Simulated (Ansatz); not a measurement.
# The potential step between two gates: bismuthene 3 layers, AB

Two oppositely charged gates put a neutral stack in a displacement field D. The voltage between them is D/ε₀ times an electrical distance, shorter than the real one because the stack screens.

Set-up. Ansatz 0.2.0, plane waves with PAW datasets (its set soft_2), PBE-D3(BJ); isolated slab, charged sheets 6 Å from the outer atoms behind model barriers, atoms held. Voltages count from the uncharged case.

```tsv
run	D/ε₀ (V/nm)	step in an electron's potential, upper less lower gate (eV)
run 1	−1.810	−1.677
run 2	0.000	0.000
run 3	0.905	0.838
run 4	1.810	1.676
run 5	2.714	2.513
run 6	3.619	?
```

**Question.** What value belongs in the row marked “?”, and how far can the other rows tell?

A least-squares line through the 5 rows shown has slope 0.9262 and intercept −0.0004; no row lies more than 0.001 eV off it. The size of the slope, 0.926 nm, is the electrical distance; the sheets are 2.316 nm apart, and screening reaches beyond the outer atoms. At 3.619 it gives 0.9262 × 3.619 + (−0.0004) = 3.352 eV, beyond the rows fitted. Rounding and scatter of the rows alone allow about ±0.001 eV there.

The run itself gives 3.349 eV: a miss of −0.003 eV, or 0.1 % of the value. Screening stays linear to within 1 % over this range.

Caveats: The gates are model sheets, not atoms. Spin-orbit coupling is left out, which changes the bands of elements this heavy.

[Logs are printed without paths, hosts, clocks, repeated set-up lines and the standing remarks that a program may print on its own settings, such as how far it seeks lower states.]
